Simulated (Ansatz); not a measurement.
**Work function of Sr(110): what the settings cost and change**

How thick a slab and how much vacuum does the work function of Sr(110) need?

Main program and level: Ansatz 0.2.0; plane-wave DFT, PBE, Ansatz PAW.

Report form: the programs' logs are mostly left out.

## (1) Set-up

The cell holds 1 atom: 1 Sr. Cell: a = 6.080 Å, b = 4.299 Å, c = 18.000 Å, α = 90.0°, β = 90.0°, γ = 90.0°. Vacuum lies along c.

Structure file:

```cif
data_structure
_symmetry_space_group_name_H-M 'P 1'
_symmetry_Int_Tables_number 1
_cell_length_a 6.0800
_cell_length_b 4.2992
_cell_length_c 18.0000
_cell_angle_alpha 90.000
_cell_angle_beta 90.000
_cell_angle_gamma 90.000
_cell_volume 470.51
loop_
_atom_site_label
_atom_site_type_symbol
_atom_site_fract_x
_atom_site_fract_y
_atom_site_fract_z
_atom_site_occupancy
Sr1 Sr 0.50000 0.50000 0.50000 1
```

## (2) Run, setting 1 layer

A work function rests on the faint tail of the density, so the SCF threshold is tight. The slab grows from one layer, at fixed mesh and 18 Å of vacuum; then the vacuum is varied on one slab.

The input, input.yaml:

```yaml
crystal:
  lattice:
    - [6.08, 0.0, 0.0]
    - [0.0, 4.2992092296, 0.0]
    - [0.0, 0.0, 18.0]
  atoms:
    - { symbol: Sr, position: [0.5, 0.5, 0.5] }
kpoints:
  mp_grid: { grid: [7, 10, 1] }
hamiltonian:
  xc: pbe
scf:
  occupations: { method: fermi_dirac, width: 0.1 }
  convergence: { dr2_threshold: 1.0e-09 }
efield:
  axis: 3
  dipole_correction: true
  ramp_position: 0.97
  ramp_width: 0.06
output:
  write_potential: true
  write_density: true
  volumetric_format: npy
  elf: true
```

Launch:

```
$ ansatz run input.yaml --threads 2 --pin off --max-ram 3072MiB --backend cpu --events-out ev --progress --plain --runs-dir out
```

Wall time 23 s (2 threads of Arm Neoverse N1, shared host); peak memory 0.51 GiB.

Numbers from this step:

* energy at zero smearing: -3542.9516 eV
* work function, upper face: 2.464 eV

Running mean over 2.15 Å of the planar mean; the ramp of the sawtooth is left out. Electron's electrostatic potential energy less the Fermi level against z:

z (Å), electron's electrostatic potential energy less the Fermi level (eV) and a bar from the least value:
```
     2.88       2.46 ##############################
     3.31       2.46 ##############################
     3.74       2.46 ##############################
     4.18       2.46 ##############################
     4.61       2.45 ##############################
     5.04       2.44 ##############################
     5.47       2.41 ##############################
     5.90       2.34 #############################
     6.19       2.26 #############################
     6.62       2.04 ############################
     7.06       1.59 ##########################
     7.49       0.60 #####################
     7.92      -1.29 ############
     8.35      -3.14 ####
     8.78      -3.94 
     9.22      -3.94 
     9.65      -3.14 ####
    10.08      -1.29 ############
    10.51       0.60 #####################
    10.94       1.59 ##########################
    11.38       2.04 ############################
    11.81       2.26 #############################
    12.10       2.34 #############################
    12.53       2.41 ##############################
    12.96       2.44 ##############################
    13.39       2.45 ##############################
    13.82       2.46 ##############################
    14.26       2.46 ##############################
    14.69       2.46 ##############################
    15.12       2.46 ##############################
```

Electrostatic potential energy in the ca plane at fractional y = 0.500, with atoms of Sr within 0.2 Å of it. With pseudopotentials it is smooth inside the atoms' cores, unlike the true potential.

Values in eV, 8 rows by 16 columns, each cell a mean:
```
  1   1   1   1   1   1   1   1   1   1   1   1   1   1   1   1
  1   1   1   1   1   1   0  -2  -2   0   1   1   1   1   1   1
  1   1   1   1   1   1  -1  -9 -11  -2   0   1   1   1   1   1
  1   1   1   1   1   0  -3 -15 -16  -5   0   1   1   1   1   1
  1   1   1   1   1   0  -3 -14 -15  -5   0   1   1   1   1   1
  1   1   1   1   1   1  -1  -7  -8  -2   1   1   1   1   1   1
  1   1   1   1   1   1   0  -1  -1   0   1   1   1   1   1   1
  1   1   1   1   1   1   1   1   1   1   1   1   1   1   1   1
```
Columns run along c (18.0 Å; values clipped at the 3rd and 97th percentile), rows up along a (6.1 Å). Atoms in or near the plane, at fractional coordinates: Sr at (0.50, 0.50).

Valence density in the ca plane at fractional y = 0.500, with atoms of Sr within 0.2 Å of it. It is the smooth field of the valence electrons, not physical close to the nuclei.

Ten steps, logarithmic in the rise over the least value, from '0' (0.0 e/Å³) to '9' (2.5 e/Å³), each cell a mean:
```
00000000000000000000000000000000000000000000
00000000000000000000011100000000000000000000
00000000000000000001111110000000000000000000
00000000000000000011223211000000000000000000
00000000000000000012467531100000000000000000
00000000000000000124799863100000000000000000
00000000000000000125999973100000000000000000
00000000000000000125899973100000000000000000
00000000000000000013688752100000000000000000
00000000000000000012345421000000000000000000
00000000000000000001122111000000000000000000
00000000000000000000111110000000000000000000
00000000000000000000000000000000000000000000
00000000000000000000000000000000000000000000
```
Columns run along c (18.0 Å), rows up along a (6.1 Å). Atoms in or near the plane, at fractional coordinates: Sr at (0.50, 0.50).

ELF in the ca plane at fractional y = 0.500, with atoms of Sr within 0.2 Å of it. It is the smooth field of the valence electrons, not physical close to the nuclei.

Ten even steps from '0' (0.00) to '9' (0.85), each cell a mean:
```
00000000000000000123444443210000000000000000
00000000000000001234444444321000000000000000
00000000000000012443211234432100000000000000
00000000000000124421011111343100000000000000
00000000000000234311478620244210000000000000
00000000000001244204998971135310000000000000
00000000000001244116952892135310000000000000
00000000000001244215975982135310000000000000
00000000000000244212799951144310000000000000
00000000000000134410244311244210000000000000
00000000000000123432110112442100000000000000
00000000000000012344333344421000000000000000
00000000000000001234455543210000000000000000
00000000000000000123444432110000000000000000
```
Columns run along c (18.0 Å), rows up along a (6.1 Å). Atoms in or near the plane, at fractional coordinates: Sr at (0.50, 0.50).

The work function is 2.464 eV.

## (3) Run, 2 atoms

System of this step: Sr(110). The cell holds 2 atoms: 2 Sr. Cell: a = 6.080 Å, b = 4.299 Å, c = 20.150 Å, α = 90.0°, β = 90.0°, γ = 90.0°. Vacuum lies along c.

input.yaml, the sections that differ from step 2:

```yaml
crystal:
  lattice:
    - [6.08, 0.0, 0.0]
    - [0.0, 4.2992092296, 0.0]
    - [0.0, 0.0, 20.1496046148]
  atoms:
    - { symbol: Sr, position: [0.5, 0.5, 0.4466588885] }
    - { symbol: Sr, position: [0.0, 0.0, 0.5533411115] }
output:
  write_potential: true
  write_density: true
  volumetric_format: npy
# kpoints, hamiltonian, scf, efield: as in step 2
```

Run time: 42 s. Hardware: 2 threads; peak memory 0.65 GiB; 67 s of CPU time.

The work function is 2.613 eV, +0.149 eV from the run “1 layer”, at 1.8 times its CPU time.

## (4) Run, 3 atoms

System of this step: Sr(110). The cell holds 3 atoms: 3 Sr. Cell: a = 6.080 Å, b = 4.299 Å, c = 22.299 Å, α = 90.0°, β = 90.0°, γ = 90.0°. Vacuum lies along c.

input.yaml, the sections that differ from step 3:

```yaml
crystal:
  lattice:
    - [6.08, 0.0, 0.0]
    - [0.0, 4.2992092296, 0.0]
    - [0.0, 0.0, 22.2992092296]
  atoms:
    - { symbol: Sr, position: [0.0, 0.0, 0.4036017559] }
    - { symbol: Sr, position: [0.5, 0.5, 0.5] }
    - { symbol: Sr, position: [0.0, 0.0, 0.5963982441] }
# kpoints, hamiltonian, scf, efield, output: as in step 3
```

Elapsed: 59 s, on 2 threads; peak memory 0.76 GiB; 98 s of CPU time.

The work function is 2.587 eV, -0.026 eV from the run “2 layers”, at 1.5 times its CPU time.

## (5) Slab, 4 atoms

System of this step: Sr(110). The cell holds 4 atoms: 4 Sr. Cell: a = 6.080 Å, b = 4.299 Å, c = 24.449 Å, α = 90.0°, β = 90.0°, γ = 90.0°. Vacuum lies along c.

input.yaml, the sections that differ from step 4:

```yaml
crystal:
  lattice:
    - [6.08, 0.0, 0.0]
    - [0.0, 4.2992092296, 0.0]
    - [0.0, 0.0, 24.4488138444]
  atoms:
    - { symbol: Sr, position: [0.5, 0.5, 0.3681160181] }
    - { symbol: Sr, position: [0.0, 0.0, 0.4560386727] }
    - { symbol: Sr, position: [0.5, 0.5, 0.5439613273] }
    - { symbol: Sr, position: [0.0, 0.0, 0.6318839819] }
# kpoints, hamiltonian, scf, efield, output: as in step 4
```

It took 77 s on 2 threads; peak memory 0.88 GiB; 2.2 min of CPU time.

The work function is 2.562 eV, -0.025 eV from the run “3 layers”, at 1.3 times its CPU time.

## (6) Slab, 5 atoms

System of this step: Sr(110). The cell holds 5 atoms: 5 Sr. Cell: a = 6.080 Å, b = 4.299 Å, c = 26.598 Å, α = 90.0°, β = 90.0°, γ = 90.0°. Vacuum lies along c.

input.yaml, the sections that differ from step 5:

```yaml
crystal:
  lattice:
    - [6.08, 0.0, 0.0]
    - [0.0, 4.2992092296, 0.0]
    - [0.0, 0.0, 26.5984184592]
  atoms:
    - { symbol: Sr, position: [0.0, 0.0, 0.3383659827] }
    - { symbol: Sr, position: [0.5, 0.5, 0.4191829913] }
    - { symbol: Sr, position: [0.0, 0.0, 0.5] }
    - { symbol: Sr, position: [0.5, 0.5, 0.5808170087] }
    - { symbol: Sr, position: [0.0, 0.0, 0.6616340173] }
# kpoints, hamiltonian, scf, efield, output: as in step 5
```

The job ended after 1.8 min (2 threads; peak memory 1 GiB).

The work function is 2.604 eV, +0.042 eV from the run “4 layers”, at 1.4 times its CPU time.

## (7) Slab, 6 atoms

System of this step: Sr(110). The cell holds 6 atoms: 6 Sr. Cell: a = 6.080 Å, b = 4.299 Å, c = 28.748 Å, α = 90.0°, β = 90.0°, γ = 90.0°. Vacuum lies along c.

input.yaml, the sections that differ from step 6:

```yaml
crystal:
  lattice:
    - [6.08, 0.0, 0.0]
    - [0.0, 4.2992092296, 0.0]
    - [0.0, 0.0, 28.748023074]
  atoms:
    - { symbol: Sr, position: [0.5, 0.5, 0.3130650054] }
    - { symbol: Sr, position: [0.0, 0.0, 0.3878390033] }
    - { symbol: Sr, position: [0.5, 0.5, 0.4626130011] }
    - { symbol: Sr, position: [0.0, 0.0, 0.5373869989] }
    - { symbol: Sr, position: [0.5, 0.5, 0.6121609967] }
    - { symbol: Sr, position: [0.0, 0.0, 0.6869349946] }
# kpoints, hamiltonian, scf, efield, output: as in step 6
```

The job ended after 2.3 min (2 threads; peak memory 1.2 GiB).

The work function is 2.595 eV, -0.009 eV from the run “5 layers”, at 1.3 times its CPU time.

## (8) Run, 8 atoms

System of this step: Sr(110). The cell holds 8 atoms: 8 Sr. Cell: a = 6.080 Å, b = 4.299 Å, c = 33.047 Å, α = 90.0°, β = 90.0°, γ = 90.0°. Vacuum lies along c.

input.yaml, the sections that differ from step 7:

```yaml
crystal:
  lattice:
    - [6.08, 0.0, 0.0]
    - [0.0, 4.2992092296, 0.0]
    - [0.0, 0.0, 33.0472323036]
  atoms:
    - { symbol: Sr, position: [0.5, 0.5, 0.272337481] }
    - { symbol: Sr, position: [0.0, 0.0, 0.337383915] }
    - { symbol: Sr, position: [0.5, 0.5, 0.402430349] }
    - { symbol: Sr, position: [0.0, 0.0, 0.467476783] }
    - { symbol: Sr, position: [0.5, 0.5, 0.532523217] }
    - { symbol: Sr, position: [0.0, 0.0, 0.597569651] }
    - { symbol: Sr, position: [0.5, 0.5, 0.662616085] }
    - { symbol: Sr, position: [0.0, 0.0, 0.727662519] }
# kpoints, hamiltonian, scf, efield, output: as in step 7
```

It took 3.7 min on 2 threads; peak memory 1.6 GiB.

The work function is 2.596 eV, +0.001 eV from the run “6 layers”, at 1.6 times its CPU time.

## (9) Run, 10 atoms

System of this step: Sr(110). The cell holds 10 atoms: 10 Sr. Its edges and angles: a = 6.080 Å, b = 4.299 Å, c = 37.346 Å, α = 90.0°, β = 90.0°, γ = 90.0°. Vacuum lies along c.

input.yaml, the sections that differ from step 8:

```yaml
crystal:
  lattice:
    - [6.08, 0.0, 0.0]
    - [0.0, 4.2992092296, 0.0]
    - [0.0, 0.0, 37.3464415333]
  atoms:
    - { symbol: Sr, position: [0.5, 0.5, 0.2409868151] }
    - { symbol: Sr, position: [0.0, 0.0, 0.2985453006] }
    - { symbol: Sr, position: [0.5, 0.5, 0.3561037862] }
    - { symbol: Sr, position: [0.0, 0.0, 0.4136622717] }
    - { symbol: Sr, position: [0.5, 0.5, 0.4712207572] }
    - { symbol: Sr, position: [0.0, 0.0, 0.5287792428] }
    - { symbol: Sr, position: [0.5, 0.5, 0.5863377283] }
    - { symbol: Sr, position: [0.0, 0.0, 0.6438962138] }
    - { symbol: Sr, position: [0.5, 0.5, 0.7014546994] }
    - { symbol: Sr, position: [0.0, 0.0, 0.7590131849] }
# kpoints, hamiltonian, scf, efield, output: as in step 8
```

Wall time 5.7 min (2 threads); peak memory 2.1 GiB.

The work function is 2.592 eV, -0.004 eV from the run “8 layers”, at 1.6 times its CPU time.

## (10) Run, 13 atoms

System of this step: Sr(110). The cell holds 13 atoms: 13 Sr. Its edges and angles: a = 6.080 Å, b = 4.299 Å, c = 43.795 Å, α = 90.0°, β = 90.0°, γ = 90.0°. Vacuum lies along c.

input.yaml, the sections that differ from step 9:

```yaml
crystal:
  lattice:
    - [6.08, 0.0, 0.0]
    - [0.0, 4.2992092296, 0.0]
    - [0.0, 0.0, 43.7952553777]
  atoms:
    - { symbol: Sr, position: [0.0, 0.0, 0.205501713] }
    - { symbol: Sr, position: [0.5, 0.5, 0.2545847608] }
    - { symbol: Sr, position: [0.0, 0.0, 0.3036678086] }
    - { symbol: Sr, position: [0.5, 0.5, 0.3527508565] }
    - { symbol: Sr, position: [0.0, 0.0, 0.4018339043] }
    - { symbol: Sr, position: [0.5, 0.5, 0.4509169522] }
    - { symbol: Sr, position: [0.0, 0.0, 0.5] }
    - { symbol: Sr, position: [0.5, 0.5, 0.5490830478] }
    - { symbol: Sr, position: [0.0, 0.0, 0.5981660957] }
    - { symbol: Sr, position: [0.5, 0.5, 0.6472491435] }
    - { symbol: Sr, position: [0.0, 0.0, 0.6963321914] }
    - { symbol: Sr, position: [0.5, 0.5, 0.7454152392] }
    - { symbol: Sr, position: [0.0, 0.0, 0.794498287] }
# kpoints, hamiltonian, scf, efield, output: as in step 9
```

Elapsed: 8.2 min, on 2 threads; peak memory 2.4 GiB; 15 min of CPU time.

The work function is 2.593 eV, +0.001 eV from the run “10 layers”, at 1.5 times its CPU time.

## (11) Slab, 7 atoms

System of this step: Sr(110). The cell holds 7 atoms: 7 Sr. Cell: a = 6.080 Å, b = 4.299 Å, c = 22.898 Å, α = 90.0°, β = 90.0°, γ = 90.0°. Vacuum lies along c.

input.yaml, the sections that differ from step 10:

```yaml
crystal:
  lattice:
    - [6.08, 0.0, 0.0]
    - [0.0, 4.2992092296, 0.0]
    - [0.0, 0.0, 22.8976276888]
  atoms:
    - { symbol: Sr, position: [0.0, 0.0, 0.2183632326] }
    - { symbol: Sr, position: [0.5, 0.5, 0.312242155] }
    - { symbol: Sr, position: [0.0, 0.0, 0.4061210775] }
    - { symbol: Sr, position: [0.5, 0.5, 0.5] }
    - { symbol: Sr, position: [0.0, 0.0, 0.5938789225] }
    - { symbol: Sr, position: [0.5, 0.5, 0.687757845] }
    - { symbol: Sr, position: [0.0, 0.0, 0.7816367674] }
# kpoints, hamiltonian, scf, efield, output: as in step 10
```

The job ended after 2.1 min (2 threads; peak memory 1.1 GiB; 3.8 min of CPU time).

The work function is 2.574 eV. The program marks this work function as in doubt.

## (12) Run, 7 atoms

The cell differs from the one that the last finished run ended in (c 22.898 → 26.898 Å).

input.yaml, the sections that differ from step 11:

```yaml
crystal:
  lattice:
    - [6.08, 0.0, 0.0]
    - [0.0, 4.2992092296, 0.0]
    - [0.0, 0.0, 26.8976276888]
  atoms:
    - { symbol: Sr, position: [0.0, 0.0, 0.2602459994] }
    - { symbol: Sr, position: [0.5, 0.5, 0.3401639996] }
    - { symbol: Sr, position: [0.0, 0.0, 0.4200819998] }
    - { symbol: Sr, position: [0.5, 0.5, 0.5] }
    - { symbol: Sr, position: [0.0, 0.0, 0.5799180002] }
    - { symbol: Sr, position: [0.5, 0.5, 0.6598360004] }
    - { symbol: Sr, position: [0.0, 0.0, 0.7397540006] }
# kpoints, hamiltonian, scf, efield, output: as in step 11
```

The job ended after 2.4 min (2 threads; peak memory 1.2 GiB; 4.3 min of CPU time).

The work function is 2.586 eV, +0.012 eV from the run “7 layers, 10 Å of vacuum”, at 1.2 times its CPU time.

## (13) Run, 7 atoms (run 2)

The cell differs from the one that the last finished run ended in (c 26.898 → 38.898 Å).

input.yaml, the sections that differ from step 12:

```yaml
crystal:
  lattice:
    - [6.08, 0.0, 0.0]
    - [0.0, 4.2992092296, 0.0]
    - [0.0, 0.0, 38.8976276888]
  atoms:
    - { symbol: Sr, position: [0.0, 0.0, 0.3342106132] }
    - { symbol: Sr, position: [0.5, 0.5, 0.3894737421] }
    - { symbol: Sr, position: [0.0, 0.0, 0.4447368711] }
    - { symbol: Sr, position: [0.5, 0.5, 0.5] }
    - { symbol: Sr, position: [0.0, 0.0, 0.5552631289] }
    - { symbol: Sr, position: [0.5, 0.5, 0.6105262579] }
    - { symbol: Sr, position: [0.0, 0.0, 0.6657893868] }
# kpoints, hamiltonian, scf, efield, output: as in step 12
```

The job ended after 3.6 min (2 threads; peak memory 1.7 GiB; 6.6 min of CPU time).

The work function is 2.586 eV, +0.001 eV from the run “7 layers, 14 Å of vacuum”, at 1.5 times its CPU time.

## (14) The series together

Times are for 2 threads of Arm Neoverse N1, shared host. The series side by side:

| no. | setting | work function, upper face (eV) | time | memory (GiB) |
| --- | --- | --- | --- | --- |
| 1 | 1 layer | 2.464 | 23 s | 0.51 |
| 2 | 2 layers | 2.613 | 42 s | 0.65 |
| 3 | 3 layers | 2.587 | 59 s | 0.76 |
| 4 | 4 layers | 2.562 | 77 s | 0.88 |
| 5 | 5 layers | 2.604 | 1.8 min | 1.0 |
| 6 | 6 layers | 2.595 | 2.3 min | 1.2 |
| 7 | 8 layers | 2.596 | 3.7 min | 1.6 |
| 8 | 10 layers | 2.592 | 5.7 min | 2.1 |
| 9 | 13 layers | 2.593 | 8.2 min | 2.4 |
| 10 | 7 layers, 10 Å of vacuum | 2.574 | 2.1 min | 1.1 |
| 11 | 7 layers, 14 Å of vacuum | 2.586 | 2.4 min | 1.2 |
| 12 | 7 layers, 26 Å of vacuum | 2.586 | 3.6 min | 1.7 |

## (15) A changed input

System of this step: Sr(110) monolayer. The cell holds 1 atom: 1 Sr. Its edges and angles: a = 6.080 Å, b = 4.299 Å, c = 18.000 Å, α = 90.0°, β = 90.0°, γ = 90.0°. Vacuum lies along c.

An input spoilt on purpose, to show how the run answers: it repeats the earlier run “1 layer” with scf.NELM to 0.3, and scf.max_iter set to 60; its output block differs too.

input.yaml, the sections that differ from step 13:

```yaml
crystal:
  lattice:
    - [6.08, 0.0, 0.0]
    - [0.0, 4.2992092296, 0.0]
    - [0.0, 0.0, 18.0]
  atoms:
    - { symbol: Sr, position: [0.5, 0.5, 0.5] }
scf:
  occupations: { method: fermi_dirac, width: 0.1 }
  convergence: { dr2_threshold: 1.0e-09 }
  NELM: 0.3
  max_iter: 60
# kpoints, hamiltonian, efield, output: as in step 13
```

Wall time 0.02 s (2 threads); peak memory 0.09 GiB.

The program refused the input before any cycle.

The program's message: “Error: YAML parse error: error: line 15 column 3: unknown field `NELM`, expected one of max_iter, algorithm, n_extra_bands, self_checks, convergence, lower_state_search, omitted_lower_state_checks, lo …”

The fault put into the input: a keyword of another program.

## (16) Summary of results

| Quantity | Value |
| --- | --- |
| work function, 1 layer | 2.464 eV |
| work function, 2 layers | 2.613 eV |
| work function, 6 layers | 2.595 eV |
| work function, 13 layers | 2.593 eV |

In words: The thickest slab gives 2.59 eV, and the settings tried spread the value from 2.46 to 2.61 eV. At 18 Å of vacuum, the slabs from 2 layers on stay within 0.04 eV of the thickest. Going from 10 to 26 Å of vacuum moves it by 0.012 eV. The program marks the value as in doubt in “7 layers, 10 Å of vacuum”. The ladder's slabs use the tabulated experimental lattice constant (two decimals; a low-temperature value for the alkali metals). In 2 runs of the series (7 layers, 10 Å of vacuum and 7 layers, 14 Å of vacuum) the program warns that electrons reach the sawtooth's ramp, which makes dipole and work function less sure.

[Logs are printed without paths, hosts, clocks, repeated set-up lines and the standing remarks that a program may print on its own settings, such as how far it seeks lower states.]

[Hosts, paths, dates, database ids (printed as entryN), source tags and the programs' standing remarks are cut or masked in the printed files.]

[Maps of the electrostatic potential energy from Ansatz leave out the sawtooth potential of an applied field or a dipole correction, so their vacuum need not be flat; planar profiles and work functions include it.]
